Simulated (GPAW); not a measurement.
# Co3HgP (model structure): optical spectrum from first principles

Aim: the dielectric function of Co3HgP (model structure), and the optical constants that follow from it. The structure is a model built here, which may or may not match a known phase. It was built so: All Cd replaced by Hg and N replaced by P in the Pm-3m structure of CdCo3N. The cell given below was relaxed beforehand with Ansatz.

Main program and level: GPAW 26.7.0; DFT, revPBE, plane-wave PAW (GPAW data sets), scalar-relativistic, RPA, optical limit.

**1. The starting structure**

The structure is cubic, space group Pm-3m (No. 221). The conventional cell has a = 4.207 Å, b = 4.207 Å, c = 4.207 Å, α = 90.00°, β = 90.00°, γ = 90.00°. Nearest to Hg lie 12 Co at 2.97 Å. Nearest to Co lie 2 P at 2.10 Å and 8 Co at 2.97 Å and 4 Hg at 2.97 Å. Nearest to P lie 6 Co at 2.10 Å. All Cd replaced by Hg and N replaced by P in the Pm-3m structure of CdCo3N. Farther neighbours are not listed.

**2. Ground state**

The self-consistent density comes first; it also tells whether there is a gap, which decides the occupations and the need for a Drude term.

This step: DFT, revPBE, plane-wave PAW (GPAW data sets), scalar-relativistic, ground state (GPAW 26.7.0).

gs.py

```python
from ase import Atoms
from ase.dft.bandgap import bandgap
from gpaw import GPAW, PW, FermiDirac

atoms = Atoms(['Hg', 'Co', 'Co', 'Co', 'P'],
              cell=[[4.20700308, 0.00000000, 0.00000000],
                    [0.00000000, 4.20700308, 0.00000000],
                    [0.00000000, 0.00000000, 4.20700308]],
              scaled_positions=[[0.00000000, 1.00000000, 1.00000000],
                                [0.50000000, 0.50000000, 1.00000000],
                                [0.50000000, 0.00000000, 0.50000000],
                                [1.00000000, 0.50000000, 0.50000000],
                                [0.50000000, 0.50000000, 0.50000000]],
              pbc=[True, True, True])
atoms.set_initial_magnetic_moments([0.0, 2.0, 2.0, 2.0, 0.0])
atoms.calc = GPAW(mode=PW(400), xc='revPBE', kpts={'size': (5, 5, 5), 'gamma': True},
                  occupations=FermiDirac(0.05), maxiter=150, txt='gs.txt')
print('energy (eV)', atoms.get_potential_energy())
print('Fermi level (eV)', atoms.calc.get_fermi_level())
print('valence electrons', atoms.calc.get_number_of_electrons())
print('gap (eV)', bandgap(atoms.calc, output=None)[0])
print('direct gap (eV)', bandgap(atoms.calc, direct=True, output=None)[0])
print('moments', atoms.get_magnetic_moments().round(3).tolist())
atoms.calc.write('gs.gpw')
```

Launch:

```bash
OMP_NUM_THREADS=1 python gs.py
```

Numbers of over 12 decimals in the logs are rounded to 6 here.

The program printed:

```text
__  _  _
 | _ |_)|_||  |
 |__||  | ||/\| - 26.7.0

Versions:
  Python: 3.12.14
  ASE:    3.29.0
  Numpy:  2.5.5
  Scipy:  1.18.1
  Libxc:  7.0.0

Input parameters:
  mode=PW(ecut=400.0),
  kpts=MonkhorstPack(size=(5, 5, 5), gamma=True),
  maxiter=150,
  occupations=Occupations(name='fermi-dirac', width=0.05, fixmagmom=False),
  xc=XC(name='revPBE')

Diagonalizing LCAO Hamiltonian
Converting LCAO to pw mode
    .---------.
   /|         |
  / |         |
 *  |         |
 | Co  P      |
 |  .---------.
 | /  Coo    /
 |/         /
 Hg--------*

Atoms  # Å, Bohr magnetons
|   | symbol |        x |        y |        z |    initial magnetic moments |
| 0 |     Hg | 0.000000 | 4.207003 | 4.207003 | ( 0.0000,  0.0000,  0.0000) |
| 1 |     Co | 2.103502 | 2.103502 | 4.207003 | ( 0.0000,  0.0000,  2.0000) |
| 2 |     Co | 2.103502 | 0.000000 | 2.103502 | ( 0.0000,  0.0000,  2.0000) |
| 3 |     Co | 4.207003 | 2.103502 | 2.103502 | ( 0.0000,  0.0000,  2.0000) |
| 4 |      P | 2.103502 | 2.103502 | 2.103502 | ( 0.0000,  0.0000,  0.0000) |

Unit cell  # Å
| periodic |        x |        y |        z |  lengths |    angles |
|      yes | 4.207003 | 0.000000 | 0.000000 | 4.207003 | 90.000000 |
|      yes | 0.000000 | 4.207003 | 0.000000 | 4.207003 | 90.000000 |
|      yes | 0.000000 | 0.000000 | 4.207003 | 4.207003 | 90.000000 |

Number of symmetries: 48
Symmetry operations  # r_c * U_cc + t_c -> r_c
|    | kind |            matrix            |
|  0 |  E   |  1, 0, 0,  0, 1, 0,  0, 0, 1 |
|  1 |  σ   |  1, 0, 0,  0, 1, 0,  0, 0,-1 |
|  2 |  σ   |  1, 0, 0,  0, 0, 1,  0, 1, 0 |
|  3 |  C4  |  1, 0, 0,  0, 0, 1,  0,-1, 0 |
|  4 |  C4  |  1, 0, 0,  0, 0,-1,  0, 1, 0 |
|  5 |  σ   |  1, 0, 0,  0, 0,-1,  0,-1, 0 |
|  6 |  σ   |  1, 0, 0,  0,-1, 0,  0, 0, 1 |
|  7 |  C2  |  1, 0, 0,  0,-1, 0,  0, 0,-1 |
|  8 |  σ   |  0, 1, 0,  1, 0, 0,  0, 0, 1 |
|  9 |  C2  |  0, 1, 0,  1, 0, 0,  0, 0,-1 |
| 10 |  C3  |  0, 1, 0,  0, 0, 1,  1, 0, 0 |
| 11 |  S6  |  0, 1, 0,  0, 0, 1, -1, 0, 0 |
| 12 |  S6  |  0, 1, 0,  0, 0,-1,  1, 0, 0 |
| 13 |  C3  |  0, 1, 0,  0, 0,-1, -1, 0, 0 |
| 14 |  C4  |  0, 1, 0, -1, 0, 0,  0, 0, 1 |
| 15 |  S4  |  0, 1, 0, -1, 0, 0,  0, 0,-1 |
| 16 |  C3  |  0, 0, 1,  1, 0, 0,  0, 1, 0 |
| 17 |  S6  |  0, 0, 1,  1, 0, 0,  0,-1, 0 |
| 18 |  σ   |  0, 0, 1,  0, 1, 0,  1, 0, 0 |
| 19 |  C4  |  0, 0, 1,  0, 1, 0, -1, 0, 0 |
| 20 |  C2  |  0, 0, 1,  0,-1, 0,  1, 0, 0 |
| 21 |  S4  |  0, 0, 1,  0,-1, 0, -1, 0, 0 |
| 22 |  S6  |  0, 0, 1, -1, 0, 0,  0, 1, 0 |
| 23 |  C3  |  0, 0, 1, -1, 0, 0,  0,-1, 0 |
| 24 |  S6  |  0, 0,-1,  1, 0, 0,  0, 1, 0 |
| 25 |  C3  |  0, 0,-1,  1, 0, 0,  0,-1, 0 |
| 26 |  C4  |  0, 0,-1,  0, 1, 0,  1, 0, 0 |
| 27 |  σ   |  0, 0,-1,  0, 1, 0, -1, 0, 0 |
| 28 |  S4  |  0, 0,-1,  0,-1, 0,  1, 0, 0 |
| 29 |  C2  |  0, 0,-1,  0,-1, 0, -1, 0, 0 |
| 30 |  C3  |  0, 0,-1, -1, 0, 0,  0, 1, 0 |
| 31 |  S6  |  0, 0,-1, -1, 0, 0,  0,-1, 0 |
| 32 |  C4  |  0,-1, 0,  1, 0, 0,  0, 0, 1 |
| 33 |  S4  |  0,-1, 0,  1, 0, 0,  0, 0,-1 |
| 34 |  S6  |  0,-1, 0,  0, 0, 1,  1, 0, 0 |
| 35 |  C3  |  0,-1, 0,  0, 0, 1, -1, 0, 0 |
| 36 |  C3  |  0,-1, 0,  0, 0,-1,  1, 0, 0 |
| 37 |  S6  |  0,-1, 0,  0, 0,-1, -1, 0, 0 |
| 38 |  σ   |  0,-1, 0, -1, 0, 0,  0, 0, 1 |
| 39 |  C2  |  0,-1, 0, -1, 0, 0,  0, 0,-1 |
| 40 |  σ   | -1, 0, 0,  0, 1, 0,  0, 0, 1 |
| 41 |  C2  | -1, 0, 0,  0, 1, 0,  0, 0,-1 |
| 42 |  C2  | -1, 0, 0,  0, 0, 1,  0, 1, 0 |
| 43 |  S4  | -1, 0, 0,  0, 0, 1,  0,-1, 0 |
| 44 |  S4  | -1, 0, 0,  0, 0,-1,  0, 1, 0 |
| 45 |  C2  | -1, 0, 0,  0, 0,-1,  0,-1, 0 |
| 46 |  C2  | -1, 0, 0,  0,-1, 0,  0, 0, 1 |
| 47 |  i   | -1, 0, 0,  0,-1, 0,  0, 0,-1 |

BZ-sampling:
  Number of BZ points: 125
  Number of IBZ points: 10

  Monkhorst-Pack size: [5, 5, 5]
  Monkhorst-Pack shift: [0, 0, 0]

K-points  # in reciprocal-cell coordinates
|   |                                coordinates |     weight |
| 0 | (  0.00000000,   0.00000000,   0.00000000) | 0.00800000 |
| 1 | (  0.20000000,   0.00000000,   0.00000000) | 0.04800000 |
| 2 | (  0.20000000,   0.20000000,   0.00000000) | 0.09600000 |
| 3 | (  0.20000000,   0.20000000,   0.20000000) | 0.06400000 |
| 4 | (  0.40000000,   0.00000000,   0.00000000) | 0.04800000 |
| 5 | (  0.40000000,   0.20000000,   0.00000000) | 0.19200000 |
| 6 | (  0.40000000,   0.20000000,   0.20000000) | 0.19200000 |
| 7 | (  0.40000000,   0.40000000,   0.00000000) | 0.09600000 |
| 8 | (  0.40000000,   0.40000000,   0.20000000) | 0.19200000 |
| 9 | (  0.40000000,   0.40000000,   0.40000000) | 0.06400000 |

Plane wave coefficients: 1362
Cutoff: 400.0 eV

Spin-components: 2 (collinear spins)
Bands:           38
Projectors:      29
Spin-degeneracy: 1
Datatype:        complex128

Parallelization:
  kpt:    1
  domain: 1
  band:   1

Density:
  Valence electrons: 50.0
  Components: 2
  Grid points: [20 20 20]
  Charge: 0.0  # |e|

Potential:
  Grid points: [20 20 20]

species:
  Hg:
    name:    Mercury
    id:
    Z:       80.0
    valence: 18
    core:    62
    charge:  0.0  # [|e|]
    compensation charges:
      type: gauss
      rc: 0.41  # [Å]
      lmax: 2
    cutoffs:
      filter: 2.17  # [Å]
      core: 2.06  # [Å]
    projectors
    | kind |    occ | energy [eV] | rcut [Å] |
    |   6s |  2.000 |      -6.686 |    1.307 |
    |   5p |  6.000 |     -66.502 |    1.291 |
    |   6p |  0.000 |      -1.016 |    1.291 |
    |   5d | 10.000 |      -9.835 |    1.302 |
    |    s |        |      20.525 |    1.307 |
    |    d |        |      17.376 |    1.302 |

    Using partial waves for Hg as LCAO basis

  Co:
    name:    Cobalt
    id:
    Z:       27.0
    valence: 9
    core:    18
    charge:  0.0  # [|e|]
    compensation charges:
      type: gauss
      rc: 0.32  # [Å]
      lmax: 2
    cutoffs:
      filter: 1.87  # [Å]
      core: 2.55  # [Å]
    projectors
    | kind |    occ | energy [eV] | rcut [Å] |
    |   4s |  2.000 |      -5.402 |    1.005 |
    |   4p |  0.000 |      -1.250 |    1.058 |
    |   3d |  7.000 |      -8.146 |    1.005 |
    |    s |        |      21.810 |    1.005 |
    |    p |        |      25.961 |    1.058 |
    |    d |        |      19.065 |    1.005 |

    Using partial waves for Co as LCAO basis

  P:
    name:    Phosphorus
    id:
    Z:       15.0
    valence: 5
    core:    10
    charge:  0.0  # [|e|]
    compensation charges:
      type: gauss
      rc: 0.30  # [Å]
      lmax: 2
    cutoffs:
      filter: 1.69  # [Å]
      core: 1.81  # [Å]
    projectors
    | kind |    occ | energy [eV] | rcut [Å] |
    |   3s |  2.000 |     -13.940 |    0.953 |
    |   3p |  3.000 |      -5.481 |    0.953 |
    |    s |        |      13.271 |    0.953 |
    |    p |        |      21.731 |    0.953 |
    |    d |        |       0.000 |    0.953 |

    Using partial waves for P as LCAO basis

Reference energy: -656191.817652  # eV

eigensolver:
  PPCG
  Converge bands: occupied
  niter=2

density mixing:
  MSR1-Mixer
  Pratt-step length: 0.05
  Maximum mixing coefficient: 0.75
  Old densities: 10
  SVD Regularization: 0.005
  Good broyden scale: 1.0
  Trust region scale: 1.0
  Backstep threshold: 4.0
  History deletion threshold: 6.0
  Fourier metric: weight=20.0, sigma=0.015

occupation numbers:
  Fermi-Dirac:
    width: 0.0500  # eV

poisson solver:
  ecut: 3200.0  # eV

xc functional:
  name: revPBE with 2 nearest neighbor stencil

convergence criteria:
- Maximum [total energy] change in last 3 cyles: 0.0005 eV / valence electron
- Maximum integral of absolute [dens]ity change: 0.0001 electrons / valence electron
- Maximum integral of absolute [eigenst]ate change: 4e-08 eV^2 / valence electron
maximum number of iterations: 150

SCF iterations
|iter     |      energy | eigst |  dens |  magmom |
|iter:   1||  -29.249775 | +0.45 |       |  +6.0074|
|iter:   2||  -28.204947 | -1.33 | -0.88 |  +5.8881|
|iter:   3||  -26.916383 | -1.68 | -1.02 |  +5.5450|
|iter:   4||  -26.843873 | -2.05 | -1.25 |  +5.0335|
|iter:   5||  -26.963612 | -2.65 | -1.45 |  +4.2827|
|iter:   6||  -27.006639 | -2.69 | -1.77 |  +3.5722|
|iter:   7||  -27.016875 | -3.63 | -2.15 |  +3.3954|
|iter:   8||  -27.033512 | -3.61 | -2.34 |  +3.1992|
|iter:   9||  -27.055743 | -3.35 | -2.41 |  +2.9248|
|iter:  10||  -27.071169 | -3.46 | -2.46 |  +2.6551|
|iter:  11||  -27.067372c| -3.86 | -2.54 |  +2.8342|
|iter:  12||  -27.072952c| -3.98 | -2.61 |  +2.6572|
|iter:  13||  -27.069424c| -4.13 | -3.01 |  +2.8080|
|iter:  14||  -27.073557c| -3.82 | -2.70 |  +2.6175|
|iter:  15||  -27.071670c| -4.16 | -2.66 |  +2.7402|
|iter:  16||  -27.072790c| -5.11 | -3.14 |  +2.6977|
|iter:  17||  -27.072942c| -6.42 | -4.21c|  +2.6897|
|iter:  18||  -27.072873c| -6.92 | -3.86 |  +2.6952|
|iter:  19||  -27.072859c| -7.62c| -4.40c|  +2.6969|

Converged in 19 steps
SCF loop duration: 27.651 s (1.455 s/step)
Energy contributions relative to reference atoms: (reference = -656191.817652)

Energy contributions:
  Kinetic:          61.074857
  Coulomb:         -48.135155
  Zero:             -0.770725
  External:          0.000000
  Xc:              -39.223474
  Entropy:          -0.036724
  Spinorbit:         0.000000
  ----------------------------
  Free energy:     -27.091221
  Extrapolated:    -27.072859

dipole moment: (-25.744585, -25.744585, -25.744585)  # |e|*Ang

Total magnetic moment: (0.000000, 0.000000, 2.696942)

Local magnetic moments
|        x |        y |         z |
| 0.000000 | 0.000000 | -0.034930 |  # Hg   0
| 0.000000 | 0.000000 |  0.933794 |  # Co   1
| 0.000000 | 0.000000 |  0.933794 |  # Co   2
| 0.000000 | 0.000000 |  0.933794 |  # Co   3
| 0.000000 | 0.000000 | -0.019552 |  # P    4

Fermi level: 8.484
Eigenvalues  # (at kpt = [0.000, 0.000, 0.000])
| band index |      eig [eV] | occ [0-1] |      eig [eV] | occ [0-1] |
|          0 |       -54.827 |     1.000 |       -54.838 |     1.000 |
|        ... |               |           |               |           |
|         17 |         6.323 |     1.000 |         7.037 |     1.000 |
|         18 |         6.610 |     1.000 |         7.565 |     1.000 |
|         19 |         6.610 |     1.000 |         7.565 |     1.000 |
|         20 |         7.523 |     1.000 |         8.240 |     0.992 |
|         21 |         7.523 |     1.000 |         8.240 |     0.992 |
|         22 |         7.523 |     1.000 |         8.240 |     0.992 |
|         23 |         7.647 |     1.000 |         8.649 |     0.035 |
|         24 |         7.651 |     1.000 |         8.649 |     0.035 |
|         25 |         7.651 |     1.000 |         8.649 |     0.035 |
|         26 |         7.651 |     1.000 |         9.168 |     0.000 |
|         27 |        10.252 |     0.000 |        10.726 |     0.000 |
|         28 |        12.382 |     0.000 |        12.853 |     0.000 |
|         29 |        12.382 |     0.000 |        12.853 |     0.000 |
|         30 |        13.219 |     0.000 |        13.182 |     0.000 |
|         31 |        13.219 |     0.000 |        13.182 |     0.000 |
|         32 |        13.219 |     0.000 |        13.182 |     0.000 |
|        ... |               |           |               |           |
|         37 |        24.162 |     0.000 |        24.176 |     0.000 |

No gap
No difference between direct/indirect transitions

--- standard output ---
energy (eV) -27.072859
Fermi level (eV) 8.483921
valence electrons 50.0
gap (eV) 0.0
direct gap (eV) 0.0
moments [-0.035, 0.934, 0.934, 0.934, -0.02]
```

Run time: 30 s. Hardware: 1 thread of Arm Neoverse V2, shared host; peak memory 0.17 GiB.

This step gave:

| Quantity | Value |
| --- | --- |
| energy | -27.07 eV |
| Fermi energy | 8.484 eV |
| electrons | 50 |
| site moments | -0.035, 0.934, 0.934, 0.934, -0.02 μB |

There are states at the Fermi level within the smearing, so the occupations stay smeared and the carriers get a Drude term.

**3. Bands for the response**

The response needs many more empty bands than the density does.

This step: DFT, revPBE, plane-wave PAW (GPAW data sets), scalar-relativistic, bands at fixed density (GPAW 26.7.0).

nscf.py

```python
from ase.dft.bandgap import bandgap
from gpaw import GPAW, FermiDirac

calc = GPAW('gs.gpw').fixed_density(kpts={'size': (8, 8, 8), 'gamma': True}, nbands=60, convergence={'bands': 54},
                                    occupations=FermiDirac(0.05), txt='nscf.txt')
print('gap (eV)', bandgap(calc, output=None)[0])
print('direct gap (eV)', bandgap(calc, direct=True, output=None)[0])
calc.write('full.gpw', mode='all')
```

Launch:

```bash
OMP_NUM_THREADS=1 python nscf.py
```

The program printed:

```text
Diagonalizing LCAO Hamiltonian
Converting LCAO to pw mode
convergence criteria:
- Maximum integral of absolute [eigenst]ate change: 4e-08 eV^2 / valence electron
maximum number of iterations: 150

SCF iterations
|iter     |      energy | eigst |  dens |  magmom |
|iter:   1||             | +2.61 |       |  +2.6969|
|iter:   2||             | +1.56 |       |  +2.6969|
|iter:   3||             | +0.33 |       |  +2.6969|
|iter:   4||             | -0.69 |       |  +2.6969|
|iter:   5||             | -1.49 |       |  +2.6969|
|iter:   6||             | -2.16 |       |  +2.6969|
|iter:   7||             | -2.71 |       |  +2.6969|
|iter:   8||             | -3.23 |       |  +2.6969|
|iter:   9||             | -3.68 |       |  +2.6969|
|iter:  10||             | -4.13 |       |  +2.6969|
|iter:  11||             | -4.55 |       |  +2.6969|
|iter:  12||             | -4.98 |       |  +2.6969|
|iter:  13||             | -5.38 |       |  +2.6969|
|iter:  14||             | -5.80 |       |  +2.6969|
|iter:  15||             | -6.20 |       |  +2.6969|
|iter:  16||             | -6.61 |       |  +2.6969|
|iter:  17||             | -6.99 |       |  +2.6969|
|iter:  18||             | -7.21 |       |  +2.6969|
|iter:  19||             | -7.46c|       |  +2.6969|
SCF steps: 19
  __  _  _
 | _ |_)|_||  |
 |__||  | ||/\| - 26.7.0

Versions:
  Python: 3.12.14
  ASE:    3.29.0
  Numpy:  2.5.5
  Scipy:  1.18.1
  Libxc:  7.0.0

Input parameters:
  mode=PW(ecut=400.0),
  convergence={'bands': 54},
  gpts=array([20, 20, 20]),
  kpts=MonkhorstPack(size=(8, 8, 8), gamma=True),
  maxiter=150,
  nbands=60,
  occupations=Occupations(name='fermi-dirac', width=0.05, fixmagmom=False),
  parallel={},
  xc=XC(name='revPBE')

--- standard output ---
gap (eV) 0.0
direct gap (eV) 0.0
```

Elapsed: 2.1 min, on 1 thread; peak memory 0.27 GiB.

[end of part 1 of 2]

[Machine, clock and banner lines and Python warnings are left out of the logs.]

[Logs are printed without paths, hosts, clocks, repeated set-up lines and the standing remarks that a program may print on its own settings, such as how far it seeks lower states.]

[Hosts, paths, dates, database ids (printed as entryN), source tags and the programs' standing remarks are cut or masked in the printed files.]
